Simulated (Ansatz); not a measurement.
# Localised basis functions on h-BN/1T-TaS2 heterobilayer (59 atoms), part 2 of 2

Aim: test how closely localised support functions follow the reference on h-BN/1T-TaS2 heterobilayer (59 atoms), and at what cost. A setting counts as converged where the r.m.s. difference of forces stays under 1 % of the r.m.s. force.

Ansatz 0.2.0; Kohn-Sham DFT, PBE+D3(BJ), PAW (set soft_2), plane waves.

The cell: 16 B, 16 N, 9 Ta and 18 S. Beside vacuum, support functions can miss their usual error bounds without a warning. No spin–orbit coupling is included.

So far. Step 3 (Support functions medium): Forces differ from the reference by 0.58 meV/Å r.m.s., 0.19 % of their size, well within a tolerance of 1 %; the energy by -2.2 meV/atom. It took roughly 1.7 times the reference's time (one timing each, with unlike analyses asked), in 21 cycles against 20. Step 4 (Support functions low): Forces differ from the reference by 0.62 meV/Å r.m.s., 0.20 % of their size, well within a tolerance of 1 %; the energy by -2.2 meV/atom.

**5. Support functions medium, radius 3.54 Å**

The radius confines each support function; a larger one gives more freedom and more work per atom.

This step: Kohn-Sham DFT, PBE+D3(BJ), PAW (set soft_2), localised support functions (medium) (Ansatz 0.2.0).

The input, input.yaml:

```yaml
crystal:
  lattice:
    - [10.048, 0.0, 0.0]
    - [-5.024, 8.70182, 0.0]
    - [0.0, 0.0, 18.37]
  atoms:
    [... the 59 atom lines of step 2 ...]
kpoints:
  mp_grid: { grid: [2, 2, 1] }
hamiltonian:
  xc: pbe
  dispersion: d3bj
scf:
  occupations: { method: gaussian, width: 0.025 }
  eigensolver: { kind: { support_functions: { accuracy: medium, radius: 3.54 } } }
  mixing: { beta: 0.4 }
  max_iter: 150
output:
  forces: true
```

Started as:

```
> ansatz run input.yaml --threads 4 --pin off --max-ram 8192MiB --backend cpu --events-out ev --progress --plain --runs-dir out
```

Log:

```text
[...]
Crystal: 59 atoms, lattice volume = 1606.197 Å³
Basis set: ecut = 420 eV, 31333 PW (Γ), exchange–correlation on 144×144×250 points (8 copies of the dense FFT grid, shifted against one another)
Bands: 212, of which v1, the nominal top of the filled ones, is band 177 counted from 1 (176 counted from 0)
Symmetry: 1 space group operations
k-points: 4
[...]
Eigensolver: Support functions (medium, 48×48×90 points, laid for a spacing of at most 0.212739 Å, radius 3.540000 Å, 42 sites without an atom, 2 species' potentials softened for the grid, 3 wholly corrected for its errors in the mean over positions, 4 with the egg-box correction, energy correction by stochastic trace)
[...]
SCF iter   1: F=—  HF=-114341.742283 eV  |F-HF|=—  |Δ(HF+E_count)|=         —  Δρ=5.95e-2  dr2=6.35e1  ethr=1.00e-1
[...]
SCF iter  20: F=—  HF=-114345.571491 eV  |F-HF|=—  |Δ(HF+E_count)|=   7.96e-4  Δρ=7.78e-6  dr2=1.29e-6  ethr=9.68e-10  κ⁻¹=2.8e-5(r=7)
SCF iter  21: F=-114345.571492 eV  HF=-114345.571492 eV  |F-HF|=3.34e-8  |Δ(HF+E_count)|=   7.02e-7  Δρ=3.75e-6  dr2=4.35e-7  ethr=3.66e-10
SCF 1 converged in 21 iterations: F = -114345.594382 eV  dr2 = 4.35e-7
[...]
SCF converged after 21 iterations
[...]
Free energy (F): -114345.594382 eV
[...]
Internal energy: -114345.569202 eV  (E = F + TS)
E sigma→0 (E₀):  -114345.581792 eV
Entropy (-TS):   -0.025180 eV (-0.427 meV/atom)
Fermi energy:    2.170284 eV
[...]
Σ components = -114345.594382   (vs F -114345.594382, Δ=0.00e0)
--- Forces (eV/Å), atoms counted from 1 ---
  atom   1  B     -0.31704826    -0.02437508     0.23721071
  atom   2  N      0.02484450    -0.66984369    -0.34515358
  atom   3  B      0.89929132     0.13558872     0.16558543
  atom   4  N      0.38329606     0.40810584    -0.10514984
[...]
atom  59  S     -0.14406022    -0.03722102     0.01471802
  max |Σ_I F_I| component: 9.15e-3 eV/Å
--- Band table (eV) ---
[...]
```

It took 2.1 min on 4 threads of Arm Neoverse V2, shared host; peak memory 2.9 GiB; 8 min of CPU time.

Keys that differ from the reference: support_functions.accuracy = "medium", support_functions.radius = 3.54, scf.max_iter = 150 and scf.mixing.beta = 0.4.

Forces differ from the reference by 0.74 meV/Å r.m.s., 0.23 % of their size, well within a tolerance of 1 %; the energy by -2.2 meV/atom. It took roughly 1.5 times the reference's time (one timing each, with unlike analyses asked), in 21 cycles against 20.

**6. Support functions medium, radius 3.83 Å**

The radius confines each support function; a larger one gives more freedom and more work per atom.

input.yaml, the sections that differ from step 5:

```yaml
scf:
  occupations: { method: gaussian, width: 0.025 }
  eigensolver: { kind: { support_functions: { accuracy: medium, radius: 3.83 } } }
  mixing: { beta: 0.4 }
  max_iter: 150
# crystal, kpoints, hamiltonian, output: as in step 5
```

Log:

```text
[...]
Crystal: 59 atoms, lattice volume = 1606.197 Å³
Basis set: ecut = 420 eV, 31333 PW (Γ), exchange–correlation on 144×144×250 points (8 copies of the dense FFT grid, shifted against one another)
Bands: 212, of which v1, the nominal top of the filled ones, is band 177 counted from 1 (176 counted from 0)
Symmetry: 1 space group operations
k-points: 4
[...]
SCF iter   1: F=—  HF=-114345.693046 eV  |F-HF|=—  |Δ(HF+E_count)|=         —  Δρ=6.01e-2  dr2=6.52e1  ethr=1.00e-1
[...]
SCF iter  20: F=—  HF=-114345.585536 eV  |F-HF|=—  |Δ(HF+E_count)|=   3.14e-4  Δρ=7.59e-6  dr2=1.32e-6  ethr=9.71e-10  κ⁻¹=3.5e-5(r=7)
SCF iter  21: F=-114345.585536 eV  HF=-114345.585537 eV  |F-HF|=3.26e-8  |Δ(HF+E_count)|=   5.40e-7  Δρ=3.61e-6  dr2=4.15e-7  ethr=3.75e-10
SCF 1 converged in 21 iterations: F = -114345.594574 eV  dr2 = 4.15e-7
[...]
SCF converged after 21 iterations
[...]
Free energy (F): -114345.594574 eV
[...]
Internal energy: -114345.569222 eV  (E = F + TS)
E sigma→0 (E₀):  -114345.581898 eV
Entropy (-TS):   -0.025352 eV (-0.430 meV/atom)
Fermi energy:    2.169863 eV
[...]
Σ components = -114345.594574   (vs F -114345.594574, Δ=0.00e0)
--- Forces (eV/Å), atoms counted from 1 ---
  atom   1  B     -0.31690394    -0.02449537     0.23758715
  atom   2  N      0.02478188    -0.66968949    -0.34483015
  atom   3  B      0.89947750     0.13580413     0.16559811
  atom   4  N      0.38320157     0.40827455    -0.10499037
[...]
atom  59  S     -0.14373802    -0.03778832     0.01517725
  max |Σ_I F_I| component: 8.44e-3 eV/Å
--- Band table (eV) ---
[...]
```

Run time: 2.5 min. Hardware: 4 threads; peak memory 3.1 GiB; 9.6 min of CPU time.

Keys that differ from the reference: support_functions.accuracy = "medium", support_functions.radius = 3.83, scf.max_iter = 150 and scf.mixing.beta = 0.4.

Forces differ from the reference by 0.45 meV/Å r.m.s., 0.14 % of their size, well within a tolerance of 1 %; the energy by -2.2 meV/atom. It took roughly 1.8 times the reference's time (one timing each, with unlike analyses asked), in 21 cycles against 20.

**7. Support functions medium, radius 4.09 Å**

The radius confines each support function; a larger one gives more freedom and more work per atom.

input.yaml, the sections that differ from step 6:

```yaml
scf:
  occupations: { method: gaussian, width: 0.025 }
  eigensolver: { kind: { support_functions: { accuracy: medium, radius: 4.09 } } }
  mixing: { beta: 0.4 }
  max_iter: 150
# crystal, kpoints, hamiltonian, output: as in step 6
```

Log:

```text
[...]
Crystal: 59 atoms, lattice volume = 1606.197 Å³
Basis set: ecut = 420 eV, 31333 PW (Γ), exchange–correlation on 144×144×250 points (8 copies of the dense FFT grid, shifted against one another)
Bands: 212, of which v1, the nominal top of the filled ones, is band 177 counted from 1 (176 counted from 0)
Symmetry: 1 space group operations
k-points: 4
[...]
SCF iter   1: F=—  HF=-114346.607573 eV  |F-HF|=—  |Δ(HF+E_count)|=         —  Δρ=6.00e-2  dr2=6.50e1  ethr=1.00e-1
[...]
SCF iter  20: F=—  HF=-114345.590130 eV  |F-HF|=—  |Δ(HF+E_count)|=   1.82e-4  Δρ=5.65e-6  dr2=1.31e-6  ethr=1.13e-9  κ⁻¹=1.0e-4(r=7)
SCF iter  21: F=-114345.590130 eV  HF=-114345.590130 eV  |F-HF|=3.10e-8  |Δ(HF+E_count)|=   4.54e-7  Δρ=3.05e-6  dr2=2.89e-7  ethr=3.71e-10
SCF 1 converged in 21 iterations: F = -114345.594648 eV  dr2 = 2.89e-7
[...]
SCF converged after 21 iterations
[...]
Free energy (F): -114345.594648 eV
[...]
Internal energy: -114345.569228 eV  (E = F + TS)
E sigma→0 (E₀):  -114345.581938 eV
Entropy (-TS):   -0.025420 eV (-0.431 meV/atom)
Fermi energy:    2.169809 eV
[...]
Σ components = -114345.594648   (vs F -114345.594648, Δ=0.00e0)
--- Forces (eV/Å), atoms counted from 1 ---
  atom   1  B     -0.31692743    -0.02447493     0.23747076
  atom   2  N      0.02485969    -0.66977250    -0.34490959
  atom   3  B      0.89940935     0.13582784     0.16572294
  atom   4  N      0.38323818     0.40825785    -0.10498966
[...]
atom  59  S     -0.14372713    -0.03778290     0.01554681
  max |Σ_I F_I| component: 5.27e-3 eV/Å
--- Band table (eV) ---
[...]
```

Run time: 2.8 min. Hardware: 4 threads; peak memory 3.3 GiB; 11 min of CPU time.

Keys that differ from the reference: support_functions.accuracy = "medium", support_functions.radius = 4.09, scf.max_iter = 150 and scf.mixing.beta = 0.4.

Forces differ from the reference by 0.30 meV/Å r.m.s., 0.095 % of their size, well within a tolerance of 1 %; the energy by -2.2 meV/atom. It took roughly 1.9 times the reference's time (one timing each, with unlike analyses asked), in 21 cycles against 20.

**8. Support functions medium, radius 3.1 Å**

The radius confines each support function; a larger one gives more freedom and more work per atom.

input.yaml, the sections that differ from step 7:

```yaml
scf:
  occupations: { method: gaussian, width: 0.025 }
  eigensolver: { kind: { support_functions: { accuracy: medium, radius: 3.1 } } }
  mixing: { beta: 0.4 }
  max_iter: 150
output:
  forces: true
  eigenvalues: true
# crystal, kpoints, hamiltonian: as in step 7
```

Log:

```text
Warning: scf.eigensolver.kind.support_functions: disabling space-group detection — the functions' gradient is summed over unrotated k-points, so no spatial operation reduces the k-mesh or symmetrises the density; time reversal is kept, so that k and −k are solved as one point where they differ and the mesh holds both, and exact exchange and, on two spinor components, a DFT+U term hold to it where the run has them: [...]
settings of this run that can trade accuracy for cost: scf.eigensolver.kind.support_functions [...]
Engine: ansatz 0.2.0, aarch64-unknown-linux-gnu
Pseudopotentials: kind: paw
Pseudopotential: B, paw, valence charge 3, recommended cutoff 420 eV (normal), B.paw.azcp
Pseudopotential: N, paw, valence charge 5, recommended cutoff 420 eV (normal), N.paw.azcp
Pseudopotential: Ta, paw, valence charge 13, recommended cutoff 420 eV (normal), Ta.paw.azcp
Pseudopotential: S, paw, valence charge 6, recommended cutoff 420 eV (normal), S.paw.azcp
[... 5 lines on functional and potentials left out ...]
Error: SCF: the radius of support functions is under 3.47 Å, the least for these sites at the functions' level (scf.eigensolver.kind.support_functions.accuracy). Use scf.eigensolver.kind: auto, or type scf.eigensolver.kind.support_functions.radius at least as long, [...]
```

It took 2.1 s on 4 threads; peak memory 0.37 GiB.

The program refuses radii under 3.47 Å for these atoms at this level.

**9. All settings compared**

Differences are against the plane-wave reference (Kohn-Sham DFT, PBE+D3(BJ), PAW (set soft_2), plane waves), whose r.m.s. force component is 0.313 eV/Å. Energies are set beside the reference only for runs with its functional, potentials and electron count. Times are for 4 threads of Arm Neoverse V2, shared host. The reference's time includes the DOS and grids, which some other runs skip.

```csv
run,"Δ force, r.m.s. (meV/Å)",share of r.m.s. force (%),Δ energy (meV/atom),cycles,time,host memory (GiB)
reference,-,-,-,20,86 s,6.6
support functions medium,0.585,0.187,-2.22,21,2.4 min,3.0
support functions low,0.619,0.198,-2.22,19,2.1 min,2.9
"support functions medium, radius 3.54 Å",0.736,0.235,-2.22,21,2.1 min,2.9
"support functions medium, radius 3.83 Å",0.448,0.143,-2.22,21,2.5 min,3.1
"support functions medium, radius 4.09 Å",0.297,0.0948,-2.22,21,2.8 min,3.3
```

**10. What the reference run shows**

The comparisons rest on this run, so its electronic structure is set out here.

Length of the force by element and coordination:

```csv
element,coordination,atoms,mean length of the force (eV/Å),spread,least,most
B,all,16,0.677,0.264,0.284,1.42
N,all,16,0.655,0.257,0.231,1.14
S,all,18,0.160,0.0717,0.0281,0.307
Ta,all,9,0.182,0.128,0.0309,0.459
```

Löwdin charges by element and coordination (they lack the spilled electrons, 0.049 e an atom on average):

```csv
element,coordination,atoms,mean charge (e),spread,least,most
B,all,16,0.408,0.0026,0.403,0.412
N,all,16,-0.346,8.0e-4,-0.347,-0.345
S,all,18,-0.188,0.0078,-0.210,-0.174
Ta,all,9,0.583,0.0056,0.574,0.590
```

By region:

```csv
region,atoms,mean length of the force (eV/Å)
layer 1,32,0.666
layer 2,27,0.167
```

States in the cell by windows of 1 eV, zero at the Fermi level; the larger projections on atomic orbitals stand beside the total:

```csv
from (eV),to (eV),total,layer 2,layer 1,S p,Ta d,N p,B p
-10,-9,9.7,0.0,9.6,0.0,0.0,6.3,1.5
-9,-8,5.8,0.0,5.8,0.0,0.0,3.7,0.9
-8,-7,11.4,0.5,10.9,0.3,0.1,7.1,1.9
-7,-6,20.1,9.8,10.0,5.8,2.5,6.4,2.7
-6,-5,39.6,21.1,18.0,14.4,4.9,11.7,5.4
-5,-4,35.7,24.2,11.2,15.9,7.1,7.5,3.5
-4,-3,41.1,27.8,12.8,19.2,7.4,9.1,3.4
-3,-2,30.8,18.6,11.9,16.8,1.3,9.7,2.2
-2,-1,10.5,6.3,4.1,3.5,2.6,3.8,0.3
-1,0,8.1,7.8,0.0,2.6,5.1,0.0,0.0
0,1,12.4,12.0,0.1,4.0,7.9,0.0,0.0
1,2,16.7,16.1,0.1,4.1,11.8,0.0,0.0
2,3,14.3,13.9,0.0,1.6,11.6,0.0,0.0
3,4,24.6,14.7,7.5,5.5,8.5,0.8,6.5
4,5,26.8,12.4,7.3,4.4,6.4,1.3,5.6
```

Between -26 and -10 eV lie 69 more states.

The levels nearest the highest filled one (over half full), pooled over k-points and spins:

```csv
level less the highest filled one (eV),occupation
-0.240,2
-0.233,2
-0.231,2
-0.227,2
-0.0071,1.54
0,1.27
0.0134,0.678
0.0154,0.595
0.0198,0.437
0.0203,0.419
0.022,0.368
0.0251,0.281
```

Planar average of the electrostatic potential energy along the normal, with the Fermi level as zero, after a running mean with a triangular window 4 Å wide at its base:

```csv
height (Å),potential energy (eV)
0.0,4.74
0.6,4.73
1.0,4.71
1.6,4.70
2.1,4.69
2.6,4.66
3.1,4.59
3.7,4.11
4.1,2.66
4.7,-0.89
5.1,-3.88
5.7,-7.15
6.3,-6.99
6.8,-4.70
7.3,-1.56
7.8,-0.08
8.4,-0.56
8.8,-2.72
9.4,-6.22
9.8,-8.42
10.4,-10.46
10.9,-10.94
11.5,-9.75
11.9,-7.99
12.5,-4.80
13.1,-1.20
13.5,1.05
14.1,3.22
14.5,4.20
15.1,4.71
15.6,4.78
16.2,4.79
16.6,4.78
17.2,4.77
17.6,4.76
18.2,4.74
```

Electrostatic potential energy in the ca plane at fractional y = 0.075, with atoms of N and S within 0.2 Å of it. With pseudopotentials it is smooth inside the atoms' cores, unlike the true potential.

Ten even steps from '0' (-33 eV) to '9' (7 eV), each cell a mean:
```
99999999999996258999999875567678999999999999
99999999999981007999999876567778999999999999
99999999999982017999976777788889999999999999
99999999999997469999720268889999999999999999
99999999999998779999501048899999999999999999
99999999999998789999600058899999999999999999
99999999999996358999842478888999999999999999
99999999999982007999988876678889999999999999
99999999999982017999999875467778999999999999
99999999999997469999999875567778999999999999
99999999999998779999976777778889999999999999
99999999999998779999720268889999999999999999
99999999999996248999501048899999999999999999
99999999999982007999600058899999999999999999
99999999999982017999842478889999999999999999
99999999999997569999988876678889999999999999
99999999999998789999999875467778999999999999
99999999999998789999999875567778999999999999
99999999999996348999976777778889999999999999
99999999999982007999720268889999999999999999
99999999999993017999501048999999999999999999
99999999999997469999600058899999999999999999
99999999999998789999842478888999999999999999
99999999999998789999988876678889999999999999
```
Columns run along c (18.4 Å; values clipped at the 3rd and 97th percentile), rows up along a (10.0 Å). Atoms in or near the plane, at fractional coordinates: N at (0.33, 0.17), N at (0.33, 0.42), N at (0.33, 0.67), N at (0.33, 0.92), S at (0.51, 0.79), S at (0.51, 0.13), S at (0.51, 0.46).

Valence density in the ca plane at fractional y = 0.075, with atoms of N and S within 0.2 Å of it. It is the smooth field of the valence electrons, not physical close to the nuclei.

Ten steps, logarithmic in the rise over the least value, from '0' (0.0 e/Å³) to '9' (3.5 e/Å³), each cell a mean:
```
00000000000247875211123445556664210000000000
00000000000258996311234445556654210000000000
00000000000258996312356654444543100000000000
00000000000246875213577765333322100000000000
00000000000135653224675765332211000000000000
00000000000135654223676765333221000000000000
00000000000247875312567764444432100000000000
00000000000258996311345555555553200000000000
00000000000258996311123445656654210000000000
00000000000246875211234445555654210000000000
00000000000135653212356654444443100000000000
00000000000135654213577765433322100000000000
00000000000247885324675765332211000000000000
00000000000258996323676765332221000000000000
00000000000258996312567764434332100000000000
00000000000246775211345555555553200000000000
00000000000135553200123445656654210000000000
00000000000135654211234445555654210000000000
00000000000247885312456654444543200000000000
00000000000258996323577764333322100000000000
00000000000258996324675765332211000000000000
00000000000246875223676765332221000000000000
00000000000135653212567764444432100000000000
00000000000135654211345555555553200000000000
```
Columns run along c (18.4 Å), rows up along a (10.0 Å). Atoms in or near the plane, at fractional coordinates: N at (0.33, 0.17), N at (0.33, 0.42), N at (0.33, 0.67), N at (0.33, 0.92), S at (0.51, 0.79), S at (0.51, 0.13), S at (0.51, 0.46).

Mean Löwdin charges: B +0.41, N -0.35, S -0.19, Ta +0.58 e (they miss 0.81 % of the electrons, so they add up to more than the cell's charge). Within 0.4 eV of the Fermi level the largest share is Ta d (71 % of the projected weight). The potential stands 4.78 eV above the Fermi level over the upper face and 4.70 eV under the lower one, a reading of the work function, with no dipole correction.

**11. Structure statistics**

Bonds and neighbours are counted at the geometry of the runs.

Normalised to the volume that the atoms fill. g(r), total and by pair (bins of 0.2 Å):

```csv
r (Å),total,S-S,S-B,S-N,S-Ta,B-B,B-N
1.40,3.85,0.00,0.00,0.00,0.00,0.00,26.20
1.60,0.00,0.00,0.00,0.00,0.00,0.00,0.00
1.80,0.00,0.00,0.00,0.00,0.00,0.00,0.00
2.00,0.00,0.00,0.00,0.00,0.00,0.00,0.00
2.20,0.00,0.00,0.00,0.00,0.00,0.00,0.00
2.40,1.82,0.00,0.00,0.00,16.00,2.61,0.00
2.60,2.21,0.00,0.00,0.00,0.00,14.70,0.00
2.80,0.49,0.00,0.00,0.00,0.00,0.00,3.31
3.00,0.47,0.00,0.00,0.00,0.00,0.00,3.21
3.20,0.00,0.00,0.00,0.00,0.00,0.00,0.00
3.40,1.40,8.70,0.61,0.53,0.00,0.00,0.00
3.60,0.54,3.72,0.55,0.63,0.00,0.00,0.00
3.80,1.29,0.00,0.56,0.63,0.00,0.00,7.45
4.00,0.16,0.00,0.51,0.44,0.00,0.00,0.00
4.20,0.71,0.00,0.57,0.57,5.65,0.00,0.00
4.40,0.99,0.00,0.42,0.42,0.00,5.80,0.00
4.60,0.17,0.00,0.52,0.52,0.00,0.00,0.00
4.80,0.19,0.00,0.40,0.44,0.00,0.00,0.00
5.00,1.07,2.00,0.33,0.29,0.00,4.34,0.00
5.20,0.89,0.00,0.53,0.56,0.00,0.00,4.02
5.40,0.86,0.00,0.31,0.31,6.85,0.00,0.00
5.60,0.25,0.00,0.36,0.33,0.00,0.00,0.00
5.80,0.91,2.90,0.51,0.48,0.00,0.00,1.63
6.00,0.47,2.74,0.25,0.31,0.00,0.00,0.00
6.20,0.24,0.00,0.27,0.26,0.00,0.00,0.23
6.40,0.66,0.00,0.59,0.59,0.00,0.00,2.51
6.60,1.23,1.18,0.68,0.63,0.00,4.96,0.00
6.80,0.41,1.00,0.55,0.55,0.00,0.00,0.00
```

Bonds by pair of elements; cutoffs follow the first minimum of g(r), held within bounds set by covalent radii, and pairs that aren't listed don't count as bonded:

```csv
pair A-B,cutoff (Å),bonds,mean length (Å),spread (Å),shortest (Å),B about A,A about B
S-Ta,3.22,54,2.46,0.013,2.43,3,6
B-N,1.88,48,1.45,0.012,1.43,3,3
```

How many atoms have how many bonded neighbours:

```csv
element,mean,3,6
B,3,16,0
N,3,16,0
S,3,18,0
Ta,6,0,9
```

With the cutoffs above, all B atoms have 3, all N atoms have 3, all S atoms have 3 and all Ta atoms have 6 bonded neighbours.

A closer look about Ta48, picked at random: 13 atoms, nearest first, numbered in the order of the input, with positions taken from that point.

```csv
atom,x,y,z,distance (Å),bonds,Löwdin charge (e),Fx,Fy,Fz (eV/Å)
Ta48,0.00,0.00,0.00,0.00,6,0.59,0.17,0.00,0.18
S37,-1.65,-0.97,-1.51,2.44,3,-0.17,-0.07,0.08,-0.20
S49,0.02,1.93,-1.52,2.46,3,-0.19,-0.02,0.00,0.02
S41,-1.66,0.98,1.53,2.46,3,-0.19,0.07,-0.05,0.03
S38,0.02,-1.95,1.53,2.48,3,-0.19,-0.06,0.12,-0.02
S46,1.70,-0.96,-1.53,2.48,3,-0.19,-0.13,-0.05,0.01
S50,1.68,0.97,1.55,2.48,3,-0.21,0.05,-0.01,-0.30
Ta39,-3.33,0.01,0.02,3.33,6,0.58,-0.01,0.07,-0.14
Ta36,-1.66,-2.90,-0.01,3.34,6,0.58,0.03,-0.18,0.23
Ta45,1.70,-2.89,0.00,3.35,6,0.58,-0.03,-0.12,0.09
Ta42,-1.66,2.92,0.00,3.36,6,0.58,0.06,0.00,-0.04
Ta51,1.69,2.91,0.00,3.37,6,0.59,-0.10,-0.04,0.13
Ta57,3.37,0.01,-0.02,3.37,6,0.59,-0.07,-0.14,0.43
```

**12. Outcome**

| Quantity | Value |
| --- | --- |
| free energy per atom | -1938.0587 eV/atom |
| r.m.s. force component | 0.3133 eV/Å |
| potential in mid-vacuum, over the Fermi level | 4.743 eV |
| wall time of the 6 DFT runs | 13 min |

What this shows: Against plane waves at 420 eV, the forces differ by 0.58 meV/Å (0.19 %) with support functions medium, and by 0.30 meV/Å in the closest run (support functions medium, radius 4.09 Å). At 59 atoms the fastest of the runs at a preset level, support functions low, takes roughly 1.5 times the time of plane waves (whose run also made extra analyses), in 19 SCF cycles against 20. Differences between support functions and plane waves include what basis error the plane-wave run still has. As the radius goes from 3.54 to 4.09 Å, the force difference goes from 0.74 to 0.30 meV/Å, and the time from 2.1 min to 2.8 min.

12 levels are partly filled, by over 2 % (on the run's k-points): no clear gap opens at this level. The potential stands 4.78 eV above the Fermi level over the upper face and 4.70 eV under the lower one, a reading of the work function, with no dipole correction. With the cutoffs above, all B atoms have 3, all N atoms have 3, all S atoms have 3 and all Ta atoms have 6 bonded neighbours.

Caveats: The geometry was built by rule, was displaced at random and isn't relaxed at this level: its force components are 0.31 eV/Å r.m.s.

[Long decimals in the printed logs are rounded to 6 places.]

[Logs are printed without paths, hosts, clocks, repeated set-up lines and the standing remarks that a program may print on its own settings, such as how far it seeks lower states.]

[Hosts, paths, dates, database ids (printed as entryN), source tags and the programs' standing remarks are cut or masked in the printed files.]
